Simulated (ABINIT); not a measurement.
# SiSnSe3 (Pm-3m): zone-centre phonons, part 3 of 4

Which modes does SiSnSe3 (Pm-3m) have at the zone centre?

ABINIT 10.8.3; DFT LDA, scalar-relativistic, plane waves, HGH norm-conserving pseudopotentials.

So far. Step 4 (Relaxation): The volume changes by +0.6 % in this run and stands +8.2 % from the first cell. Step 6 (Zone-centre response): The acoustic modes at Γ come out as far as 1.4 cm⁻¹ from zero, where they should vanish, a small numerical error. The lowest optical mode is imaginary, 117i cm⁻¹, an instability at this level and on this k mesh. The relaxed cell has a = 4.788 Å (conventional setting).

The structure was built from a prototype and need not be the compound's stable phase.

### 7. Zone-centre analysis

anaddb reads the merged derivatives and imposes the acoustic sum rule.

Contents of anaddb.abi:

```
ddb_filepath "gamma_DDB"
output_file "anaddb.abo"
outdata_prefix "anaddb"
asr 1
chneut 1
enunit 2
eivec 1
nph1l 1
qph1l 0.0 0.0 0.0 1.0
```

Contents of mrgddb.in:

```
gamma_DDB
merged
2
dfpt_gammao_DDB
gso_DDB
```

Started as:

```bash
$ mrgddb < mrgddb.in > mrgddb.log
$ OMP_NUM_THREADS=1 anaddb anaddb.abi > anaddb.log
```

anaddb.abo, the main output file:

```text
-outvars_anaddb: echo values of input variables ----------------------

 Miscellaneous information :
      enunit         2
       eivec         1
         asr         1
 First list of wavevector (reduced coord.) :
       nph1l         1
       qph1l
                     0.00000000E+00  0.00000000E+00  0.00000000E+00    1.000E+00

================================================================================

 read the DDB information and perform some checks

  ==== Info on the Cryst% object ====
 Real(R)+Recip(G) space primitive vectors, cartesian coordinates (Bohr,Bohr^-1):
 R(1)=  9.0487551  0.0000000  0.0000000  G(1)=  0.1105124  0.0000000  0.0000000
 R(2)=  0.0000000  9.0487551  0.0000000  G(2)=  0.0000000  0.1105124  0.0000000
 R(3)=  0.0000000  0.0000000  9.0487551  G(3)=  0.0000000  0.0000000  0.1105124
 Unit cell volume ucvol=  7.4091179E+02 bohr^3
 Angles (23,13,12)=  9.00000000E+01  9.00000000E+01  9.00000000E+01 degrees
 Time-reversal symmetry is present
 Reduced atomic positions [iatom, xred, symbol]:
    1)    0.0000000  0.0000000  0.0000000  Sn
    2)    0.5000000  0.5000000  0.5000000  Si
    3)    0.5000000  0.5000000  0.0000000  Se
    4)    0.5000000  0.0000000  0.5000000  Se
    5)    0.0000000  0.5000000  0.5000000  Se

 DDB file with 3 blocks has been read.

================================================================================

 Treat the first list of vectors

  Phonon wavevector (reduced coordinates) :  0.00000  0.00000  0.00000
 Phonon energies in Hartree :
  -5.329623E-04 -5.329623E-04 -5.329623E-04 -3.402351E-04 -3.402351E-04
  -3.402351E-04 -2.312989E-04 -2.312989E-04 -2.312989E-04  0.000000E+00
   0.000000E+00  0.000000E+00  1.071804E-03  1.071804E-03  1.071804E-03
 Phonon energies in meV     :
- -1.450264E+01 -1.450264E+01 -1.450264E+01 -9.258267E+00 -9.258267E+00
- -9.258267E+00 -6.293964E+00 -6.293964E+00 -6.293964E+00  0.000000E+00
-  0.000000E+00  0.000000E+00  2.916528E+01  2.916528E+01  2.916528E+01
 Phonon frequencies in cm-1    :
- -1.169717E+02 -1.169717E+02 -1.169717E+02 -7.467296E+01 -7.467296E+01
- -7.467296E+01 -5.076424E+01 -5.076424E+01 -5.076424E+01  0.000000E+00
-  0.000000E+00  0.000000E+00  2.352339E+02  2.352339E+02  2.352339E+02
 Phonon frequencies in Thz     :
- -3.506723E+00 -3.506723E+00 -3.506723E+00 -2.238639E+00 -2.238639E+00
- -2.238639E+00 -1.521874E+00 -1.521874E+00 -1.521874E+00  0.000000E+00
-  0.000000E+00  0.000000E+00  7.052134E+00  7.052134E+00  7.052134E+00
 Phonon energies in Kelvin  :
- -1.682962E+02 -1.682962E+02 -1.682962E+02 -1.074377E+02 -1.074377E+02
- -1.074377E+02 -7.303842E+01 -7.303842E+01 -7.303842E+01  0.000000E+00
-  0.000000E+00  0.000000E+00  3.384491E+02  3.384491E+02  3.384491E+02

 Eigendisplacements
 (will be given, for each mode : in cartesian coordinates
   for each atom the real part of the displacement vector,
   then the imaginary part of the displacement vector - absolute values smaller than 1.0d-7 are set to zero)
  Mode number    1   Energy   -5.329623E-04
 Attention : low frequency mode.
   (Could be unstable or acoustic mode)
-  1  0.00000000E+00  0.00000000E+00  1.18888493E-03
-     0.00000000E+00  0.00000000E+00  0.00000000E+00
-  2  0.00000000E+00  0.00000000E+00  1.58991854E-03
-     0.00000000E+00  0.00000000E+00  0.00000000E+00
-  3  0.00000000E+00  0.00000000E+00  3.92700607E-04
-     0.00000000E+00  0.00000000E+00  0.00000000E+00
-  4  0.00000000E+00  0.00000000E+00 -1.37280998E-03
-     0.00000000E+00  0.00000000E+00  0.00000000E+00
-  5  0.00000000E+00  0.00000000E+00 -1.37280998E-03
-     0.00000000E+00  0.00000000E+00  0.00000000E+00
  Mode number    2   Energy   -5.329623E-04
 Attention : low frequency mode.
   (Could be unstable or acoustic mode)
-  1  0.00000000E+00  1.18888493E-03  0.00000000E+00
-     0.00000000E+00  0.00000000E+00  0.00000000E+00
-  2  0.00000000E+00  1.58991854E-03  0.00000000E+00
-     0.00000000E+00  0.00000000E+00  0.00000000E+00
-  3  0.00000000E+00 -1.37280998E-03  0.00000000E+00
-     0.00000000E+00  0.00000000E+00  0.00000000E+00
-  4  0.00000000E+00  3.92700607E-04  0.00000000E+00
-     0.00000000E+00  0.00000000E+00  0.00000000E+00
-  5  0.00000000E+00 -1.37280998E-03  0.00000000E+00
-     0.00000000E+00  0.00000000E+00  0.00000000E+00
  Mode number    3   Energy   -5.329623E-04
 Attention : low frequency mode.
   (Could be unstable or acoustic mode)
-  1  1.18888493E-03  0.00000000E+00  0.00000000E+00
-     0.00000000E+00  0.00000000E+00  0.00000000E+00
-  2  1.58991854E-03  0.00000000E+00  0.00000000E+00
-     0.00000000E+00  0.00000000E+00  0.00000000E+00
-  3 -1.37280998E-03  0.00000000E+00  0.00000000E+00
-     0.00000000E+00  0.00000000E+00  0.00000000E+00
-  4 -1.37280998E-03  0.00000000E+00  0.00000000E+00
-     0.00000000E+00  0.00000000E+00  0.00000000E+00
-  5  3.92700607E-04  0.00000000E+00  0.00000000E+00
-     0.00000000E+00  0.00000000E+00  0.00000000E+00
  Mode number    4   Energy   -3.402351E-04
 Attention : low frequency mode.
   (Could be unstable or acoustic mode)
-  1  0.00000000E+00  0.00000000E+00  0.00000000E+00
-     0.00000000E+00  0.00000000E+00  0.00000000E+00
-  2  0.00000000E+00  0.00000000E+00  0.00000000E+00
-     0.00000000E+00  0.00000000E+00  0.00000000E+00
-  3  0.00000000E+00  0.00000000E+00  0.00000000E+00
-     0.00000000E+00  0.00000000E+00  0.00000000E+00
-  4  0.00000000E+00  0.00000000E+00 -1.86380890E-03
-     0.00000000E+00  0.00000000E+00  0.00000000E+00
-  5  0.00000000E+00  0.00000000E+00  1.86380890E-03
-     0.00000000E+00  0.00000000E+00  0.00000000E+00
  Mode number    5   Energy   -3.402351E-04
 Attention : low frequency mode.
   (Could be unstable or acoustic mode)
-  1  0.00000000E+00  0.00000000E+00  0.00000000E+00
-     0.00000000E+00  0.00000000E+00  0.00000000E+00
-  2  0.00000000E+00  0.00000000E+00  0.00000000E+00
-     0.00000000E+00  0.00000000E+00  0.00000000E+00
-  3  0.00000000E+00 -1.86380890E-03  0.00000000E+00
-     0.00000000E+00  0.00000000E+00  0.00000000E+00
-  4  0.00000000E+00  0.00000000E+00  0.00000000E+00
-     0.00000000E+00  0.00000000E+00  0.00000000E+00
-  5  0.00000000E+00  1.86380890E-03  0.00000000E+00
-     0.00000000E+00  0.00000000E+00  0.00000000E+00
  Mode number    6   Energy   -3.402351E-04
 Attention : low frequency mode.
   (Could be unstable or acoustic mode)
-  1  0.00000000E+00  0.00000000E+00  0.00000000E+00
-     0.00000000E+00  0.00000000E+00  0.00000000E+00
-  2  0.00000000E+00  0.00000000E+00  0.00000000E+00
-     0.00000000E+00  0.00000000E+00  0.00000000E+00
-  3  1.86380890E-03  0.00000000E+00  0.00000000E+00
-     0.00000000E+00  0.00000000E+00  0.00000000E+00
-  4 -1.86380890E-03  0.00000000E+00  0.00000000E+00
-     0.00000000E+00  0.00000000E+00  0.00000000E+00
-  5  0.00000000E+00  0.00000000E+00  0.00000000E+00
-     0.00000000E+00  0.00000000E+00  0.00000000E+00
  Mode number    7   Energy   -2.312989E-04
 Attention : low frequency mode.
   (Could be unstable or acoustic mode)
-  1  0.00000000E+00  0.00000000E+00 -1.33264918E-03
-     0.00000000E+00  0.00000000E+00  0.00000000E+00
-  2  0.00000000E+00  0.00000000E+00  2.59017377E-03
-     0.00000000E+00  0.00000000E+00  0.00000000E+00
-  3  0.00000000E+00  0.00000000E+00  1.36101633E-03
-     0.00000000E+00  0.00000000E+00  0.00000000E+00
-  4  0.00000000E+00  0.00000000E+00 -1.39383437E-04
-     0.00000000E+00  0.00000000E+00  0.00000000E+00
-  5  0.00000000E+00  0.00000000E+00 -1.39383437E-04
-     0.00000000E+00  0.00000000E+00  0.00000000E+00
  Mode number    8   Energy   -2.312989E-04
 Attention : low frequency mode.
   (Could be unstable or acoustic mode)
-  1  0.00000000E+00 -1.33264918E-03  0.00000000E+00
-     0.00000000E+00  0.00000000E+00  0.00000000E+00
-  2  0.00000000E+00  2.59017377E-03  0.00000000E+00
-     0.00000000E+00  0.00000000E+00  0.00000000E+00
-  3  0.00000000E+00 -1.39383437E-04  0.00000000E+00
-     0.00000000E+00  0.00000000E+00  0.00000000E+00
-  4  0.00000000E+00  1.36101633E-03  0.00000000E+00
-     0.00000000E+00  0.00000000E+00  0.00000000E+00
-  5  0.00000000E+00 -1.39383437E-04  0.00000000E+00
-     0.00000000E+00  0.00000000E+00  0.00000000E+00
  Mode number    9   Energy   -2.312989E-04
 Attention : low frequency mode.
   (Could be unstable or acoustic mode)
-  1  1.33264918E-03  0.00000000E+00  0.00000000E+00
-     0.00000000E+00  0.00000000E+00  0.00000000E+00
-  2 -2.59017377E-03  0.00000000E+00  0.00000000E+00
-     0.00000000E+00  0.00000000E+00  0.00000000E+00
-  3  1.39383437E-04  0.00000000E+00  0.00000000E+00
-     0.00000000E+00  0.00000000E+00  0.00000000E+00
-  4  1.39383437E-04  0.00000000E+00  0.00000000E+00
-     0.00000000E+00  0.00000000E+00  0.00000000E+00
-  5 -1.36101633E-03  0.00000000E+00  0.00000000E+00
-     0.00000000E+00  0.00000000E+00  0.00000000E+00
  Mode number   10   Energy    0.000000E+00
 Attention : low frequency mode.
   (Could be unstable or acoustic mode)
-  1  0.00000000E+00  0.00000000E+00  1.19574961E-03
-     0.00000000E+00  0.00000000E+00  0.00000000E+00
-  2  0.00000000E+00  0.00000000E+00  1.19572618E-03
-     0.00000000E+00  0.00000000E+00  0.00000000E+00
-  3  0.00000000E+00  0.00000000E+00  1.19574211E-03
-     0.00000000E+00  0.00000000E+00  0.00000000E+00
-  4  0.00000000E+00  0.00000000E+00  1.19574192E-03
-     0.00000000E+00  0.00000000E+00  0.00000000E+00
-  5  0.00000000E+00  0.00000000E+00  1.19574192E-03
-     0.00000000E+00  0.00000000E+00  0.00000000E+00
  Mode number   11   Energy    0.000000E+00
 Attention : low frequency mode.
   (Could be unstable or acoustic mode)
-  1  0.00000000E+00  1.19574961E-03  0.00000000E+00
-     0.00000000E+00  0.00000000E+00  0.00000000E+00
-  2  0.00000000E+00  1.19572618E-03  0.00000000E+00
-     0.00000000E+00  0.00000000E+00  0.00000000E+00
-  3  0.00000000E+00  1.19574192E-03  0.00000000E+00
-     0.00000000E+00  0.00000000E+00  0.00000000E+00
-  4  0.00000000E+00  1.19574211E-03  0.00000000E+00
-     0.00000000E+00  0.00000000E+00  0.00000000E+00
-  5  0.00000000E+00  1.19574192E-03  0.00000000E+00
-     0.00000000E+00  0.00000000E+00  0.00000000E+00
  Mode number   12   Energy    0.000000E+00
 Attention : low frequency mode.
   (Could be unstable or acoustic mode)
-  1  1.19574961E-03  0.00000000E+00  0.00000000E+00
-     0.00000000E+00  0.00000000E+00  0.00000000E+00
-  2  1.19572618E-03  0.00000000E+00  0.00000000E+00
-     0.00000000E+00  0.00000000E+00  0.00000000E+00
-  3  1.19574192E-03  0.00000000E+00  0.00000000E+00
-     0.00000000E+00  0.00000000E+00  0.00000000E+00
-  4  1.19574192E-03  0.00000000E+00  0.00000000E+00
-     0.00000000E+00  0.00000000E+00  0.00000000E+00
-  5  1.19574211E-03  0.00000000E+00  0.00000000E+00
-     0.00000000E+00  0.00000000E+00  0.00000000E+00
  Mode number   13   Energy    1.071804E-03
-  1  0.00000000E+00  0.00000000E+00  4.42555052E-05
-     0.00000000E+00  0.00000000E+00  0.00000000E+00
-  2  0.00000000E+00  0.00000000E+00  2.97756503E-03
-     0.00000000E+00  0.00000000E+00  0.00000000E+00
-  3  0.00000000E+00  0.00000000E+00 -1.87381665E-03
-     0.00000000E+00  0.00000000E+00  0.00000000E+00
-  4  0.00000000E+00  0.00000000E+00  3.74098779E-04
-     0.00000000E+00  0.00000000E+00  0.00000000E+00
-  5  0.00000000E+00  0.00000000E+00  3.74098779E-04
-     0.00000000E+00  0.00000000E+00  0.00000000E+00
  Mode number   14   Energy    1.071804E-03
-  1  0.00000000E+00 -4.42555052E-05  0.00000000E+00
-     0.00000000E+00  0.00000000E+00  0.00000000E+00
-  2  0.00000000E+00 -2.97756503E-03  0.00000000E+00
-     0.00000000E+00  0.00000000E+00  0.00000000E+00
-  3  0.00000000E+00 -3.74098779E-04  0.00000000E+00
-     0.00000000E+00  0.00000000E+00  0.00000000E+00
-  4  0.00000000E+00  1.87381665E-03  0.00000000E+00
-     0.00000000E+00  0.00000000E+00  0.00000000E+00
-  5  0.00000000E+00 -3.74098779E-04  0.00000000E+00
-     0.00000000E+00  0.00000000E+00  0.00000000E+00
  Mode number   15   Energy    1.071804E-03
-  1  4.42555052E-05  0.00000000E+00  0.00000000E+00
-     0.00000000E+00  0.00000000E+00  0.00000000E+00
-  2  2.97756503E-03  0.00000000E+00  0.00000000E+00
-     0.00000000E+00  0.00000000E+00  0.00000000E+00
-  3  3.74098779E-04  0.00000000E+00  0.00000000E+00
-     0.00000000E+00  0.00000000E+00  0.00000000E+00
-  4  3.74098779E-04  0.00000000E+00  0.00000000E+00
-     0.00000000E+00  0.00000000E+00  0.00000000E+00
-  5 -1.87381665E-03  0.00000000E+00  0.00000000E+00
-     0.00000000E+00  0.00000000E+00  0.00000000E+00

 Analysis of degeneracies and characters (maximum tolerance=1.00E-06 a.u.)
 For each vibration mode, or group of modes if degenerate,
 the characters are given for each symmetry operation (see the list in the log file).
 Symmetry characters of vibration mode #   1
       degenerate with vibration modes #   2 to    3
  3.0 -3.0 -1.0  1.0 -1.0  1.0 -1.0  1.0  1.0 -1.0 -1.0  1.0  1.0 -1.0 -1.0  1.0
  0.0 -0.0  0.0 -0.0 -0.0  0.0 -0.0  0.0  1.0 -1.0 -1.0  1.0 -1.0  1.0  1.0 -1.0
  0.0 -0.0 -0.0  0.0 -0.0  0.0  0.0 -0.0  1.0 -1.0  1.0 -1.0 -1.0  1.0 -1.0  1.0
 Symmetry characters of vibration mode #   4
       degenerate with vibration modes #   5 to    6
  3.0 -3.0 -1.0  1.0 -1.0  1.0 -1.0  1.0 -1.0  1.0  1.0 -1.0 -1.0  1.0  1.0 -1.0
 -0.0  0.0 -0.0  0.0  0.0 -0.0  0.0 -0.0 -1.0  1.0  1.0 -1.0  1.0 -1.0 -1.0  1.0
 -0.0  0.0  0.0 -0.0  0.0 -0.0 -0.0  0.0 -1.0  1.0 -1.0  1.0  1.0 -1.0  1.0 -1.0
 Symmetry characters of vibration mode #   7
       degenerate with vibration modes #   8 to    9
  3.0 -3.0 -1.0  1.0 -1.0  1.0 -1.0  1.0  1.0 -1.0 -1.0  1.0  1.0 -1.0 -1.0  1.0
 -0.0  0.0 -0.0  0.0  0.0 -0.0  0.0 -0.0  1.0 -1.0 -1.0  1.0 -1.0  1.0  1.0 -1.0
 -0.0  0.0  0.0 -0.0  0.0 -0.0 -0.0  0.0  1.0 -1.0  1.0 -1.0 -1.0  1.0 -1.0  1.0
 Symmetry characters of vibration mode #  10
       degenerate with vibration modes #  11 to   12
  3.0 -3.0 -1.0  1.0 -1.0  1.0 -1.0  1.0  1.0 -1.0 -1.0  1.0  1.0 -1.0 -1.0  1.0
 -0.0  0.0 -0.0  0.0  0.0 -0.0  0.0 -0.0  1.0 -1.0 -1.0  1.0 -1.0  1.0  1.0 -1.0
 -0.0  0.0  0.0 -0.0  0.0 -0.0 -0.0  0.0  1.0 -1.0  1.0 -1.0 -1.0  1.0 -1.0  1.0
 Symmetry characters of vibration mode #  13
       degenerate with vibration modes #  14 to   15
  3.0 -3.0 -1.0  1.0 -1.0  1.0 -1.0  1.0  1.0 -1.0 -1.0  1.0  1.0 -1.0 -1.0  1.0
 -0.0  0.0 -0.0  0.0  0.0 -0.0  0.0 -0.0  1.0 -1.0 -1.0  1.0 -1.0  1.0  1.0 -1.0
 -0.0  0.0  0.0 -0.0  0.0 -0.0 -0.0  0.0  1.0 -1.0  1.0 -1.0 -1.0  1.0 -1.0  1.0
-
```

It took 0.71 s on 1 thread of Intel Xeon at 2.70GHz, shared host.

No LO-TO term; unit eigenvectors of the mass-weighted matrix, from anaddb's displacements. Modes at Γ, with each element's share of the kinetic energy (negative means imaginary):

```tsv
mode	frequency (cm⁻¹)	symmetry	Sn %	Si %	Se %
1	-117.0	T1u	31	13	56
2	-117.0	T1u	31	13	56
3	-117.0	T1u	31	13	56
4	-74.7	T2u	0	0	100
5	-74.7	T2u	0	0	100
6	-74.7	T2u	0	0	100
7	-50.8	T1u	38	34	27
8	-50.8	T1u	38	34	27
9	-50.8	T1u	38	34	27
10	0.0	acoustic	31	7	62
11	0.0	acoustic	31	7	62
12	0.0	acoustic	31	7	62
13	235.2	T1u	0	45	55
14	235.2	T1u	0	45	55
15	235.2	T1u	0	45	55
```

Displacements in mode 1 (-117.0 cm⁻¹), the largest set to 1:
```
Sn1  0.00  0.00  0.75
Si2  0.00  0.00  1.00
Se3  0.00  0.00  0.25
Se4  0.00  0.00 -0.86
Se5  0.00  0.00 -0.86
```

Displacements in mode 7 (-50.8 cm⁻¹), the largest set to 1:
```
Sn1  0.00  0.00 -0.51
Si2  0.00  0.00  1.00
Se3  0.00  0.00  0.53
Se4  0.00  0.00 -0.05
Se5  0.00  0.00 -0.05
```

The rule moves no optical mode by more than 0.1 cm⁻¹.

(Part 3 of 4 ends here.)

[Host names and launcher messages were left out of these logs when they were recorded.]

[Logs are printed without paths, hosts, clocks, repeated set-up lines and the standing remarks that a program may print on its own settings, such as how far it seeks lower states.]

[Hosts, paths, dates, database ids (printed as entryN), source tags and the programs' standing remarks are cut or masked in the printed files.]
